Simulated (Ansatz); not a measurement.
# Which site? C in place of B in BN(111) slab, H on both faces (150 atoms): runs compared

At which site of BN(111) slab, H on both faces (150 atoms) does C in place of B cost least, and what about the site decides it?

Computed with Ansatz 0.2.0: Kohn-Sham DFT, LDA, PAW (set soft_2), plane waves.

**1. The cell as built**

The cell holds 150 atoms: 50 B, 50 N and 50 H. Cell: a = 12.784 Å, b = 12.784 Å, c = 16.820 Å, α = 90.0°, β = 90.0°, γ = 60.0°. It derives from BN (zinc-blende). Zinc-blende BN (a = 3.616 Å), (111) slab of 4 atomic planes, 5 x 5 surface cells, H on the broken bonds of both faces, 12 Å of vacuum; displaced by a Gaussian of 0.02 Å. Regions: slab, 100 atoms (50 B and 50 N); hydrogen, 50 atoms (50 H). Vacuum lies along c.

Limits known from the start: Sampling is at Γ alone, for a cell whose shortest periodic width is 11 Å.

**2. The reference run**

The reference is a single point at the end of the relaxation.

Every defect cell starts from the geometry of this run and is relaxed in the fixed cell.

Its input, with most atom lines left out:

```yaml
crystal:
  lattice:
    - [12.78449, 0.0, 0.0]
    - [6.39225, 11.07169, 0.0]
    - [0.0, 0.0, 16.81962]
  atoms:
    - { symbol: B, position: [0.13319, 0.1337, 0.45037] }
    - { symbol: "N", position: [0.99987, 0.00036, 0.4186] }
    - { symbol: B, position: [0.06654, 0.06702, 0.57156] }
    - { symbol: "N", position: [0.1332, 0.13369, 0.53901] }
    - { symbol: B, position: [0.13319, 0.3337, 0.45039] }
    - { symbol: "N", position: [0.99987, 0.20036, 0.41862] }
    - { symbol: B, position: [0.06652, 0.26703, 0.57158] }
    [... atom lines 8 to 150 left out ...]
kpoints:
  mp_grid: { grid: [1, 1, 1] }
hamiltonian:
  xc: lda
scf:
  occupations: { method: fermi_dirac, width: 0.025 }
output:
  forces: true
  populations: true
  dos:
    method: { smearing: { sigma: 0.15 } }
    de: 0.1
    projected:
      site_lists:
        B: [B]
        H: [H]
        "N": ["N"]
        hydrogen: [100, 101, 102, 103, 104, 105, 106, 107, 108, 109, 110, 111, 112, 113, 114, 115, 116, 117, 118, 119, 120, 121, 122, 123, 124, 125, 126, 127, 128, 129, 130, 131, 132, 133, 134, 135, 136, 137, 138, 139, 140, 141, 142, 143, 144, 145, 146, 147, 148, 149]
  eigenvalues: true
  write_density: true
  write_potential: true
  volumetric_format: npy
```

```
free energy per atom   : -180.5613 eV/atom
r.m.s. force component : 0.00163 eV/Å
```

Filled and empty levels are parted by 1.37 eV at Γ alone; the mesh holds the band edges only if they fold onto it, so the gap at this level can be narrower or closed, and states at the surface or the caps may set it.

**3. The runs**

Each row is one run, on 4 threads of Arm Neoverse V1, shared host. The free energy is the program's total, comparable only between runs with the same functional, potentials and atoms.

| run | atoms | outcome | ionic steps, all passes | free energy (eV) | time | host memory (GiB) |
| --- | --- | --- | --- | --- | --- | --- |
| Single point at the start | 150 | converged | - | -27079.499 | 20 s | 2.5 |
| Relaxation | 150 | converged | 4 | -27084.194 | 63 s | 2.5 |
| Single point at the relaxed geometry | 150 | converged | - | -27084.194 | 46 s | 2.5 |
| C on a site of B, site B1 | 150 | converged | 5 | -27173.453 | 2.9 min | 2.6 |
| C on a site of B, site B99 | 150 | converged | 5 | -27176.111 | 2.8 min | 2.6 |

In some runs the program notes that the exchange-correlation potential is rough where the density is thin.

The surroundings of site B99, the cheapest one, after relaxation, nearest first, numbered as they follow in the input and with coordinates relative to it.

| atom | x | y | z | distance (Å) | bonds |
| --- | --- | --- | --- | --- | --- |
| C99 | 0.00 | 0.00 | -0.11 | 0.11 | 4 |
| H150 | 0.00 | 0.00 | 0.99 | 0.99 | 1 |
| N96 | 0.00 | -1.42 | -0.58 | 1.53 | 4 |
| N80 | -1.23 | 0.71 | -0.58 | 1.53 | 4 |
| N100 | 1.23 | 0.71 | -0.58 | 1.53 | 4 |
| B95 | -1.29 | -2.20 | -0.01 | 2.55 | 4 |
| B79 | -2.55 | -0.02 | -0.01 | 2.55 | 4 |
| B63 | -1.26 | 2.22 | -0.01 | 2.55 | 4 |
| B15 | 1.30 | -2.20 | -0.01 | 2.56 | 4 |
| B83 | 1.26 | 2.22 | -0.01 | 2.56 | 4 |
| B19 | 2.56 | -0.02 | -0.01 | 2.56 | 4 |
| B93 | 0.00 | -1.47 | -2.09 | 2.56 | 4 |
| B77 | -1.27 | 0.73 | -2.09 | 2.56 | 4 |
| B97 | 1.27 | 0.73 | -2.09 | 2.56 | 4 |

The column of bonds counts only the pairs H-N within 1.27 Å, H-B within 1.44 Å, H-C within 1.34 Å, N-B within 1.89 Å, N-C within 1.79 Å; other neighbours, such as metal atoms beside each other in a compound, aren't counted, and periodic images can show an atom twice.

**4. The sites compared**

All these cells hold the same atoms, so their energies can be compared with no chemical potential.

| site | neighbours | mean distance (Å) | atoms within 6 Å | energy over the best site (eV) | before relaxation (eV) | gain on relaxing (eV) |
| --- | --- | --- | --- | --- | --- | --- |
| B99 | HN3 | 1.48 | 106 | 0.00 | 0.00 | 0.63 |
| B1 | N4 | 1.55 | 106 | 2.66 | 2.54 | 0.52 |

Neighbours are those of the relaxed host within 1.44 Å (B-H), 1.89 Å (B-N); other pairs aren't counted.

**5. Findings**

The cheapest site is B99 (4 neighbours, HN3); the dearest, B1 (4 neighbours, N4), costs 2.7 eV more. Relaxation gains 0.52 to 0.63 eV and leaves the best site the same.

**Limits.** Defects are neutral and interact with their images. Only 2 of the 50 B sites were tried; unless symmetry makes the others alike to these, a cheaper one may exist. The change leaves an odd electron count, and these runs have no spin polarisation. The slab bears a dipole and has periodic images along its normal, so a spurious field crosses the vacuum.

The DFT runs together took 7.9 min of wall time.

[Logs are printed without paths, hosts, clocks, repeated set-up lines and the standing remarks that a program may print on its own settings, such as how far it seeks lower states.]

[Hosts, paths, dates, database ids (printed as entryN), source tags and the programs' standing remarks are cut or masked in the printed files.]
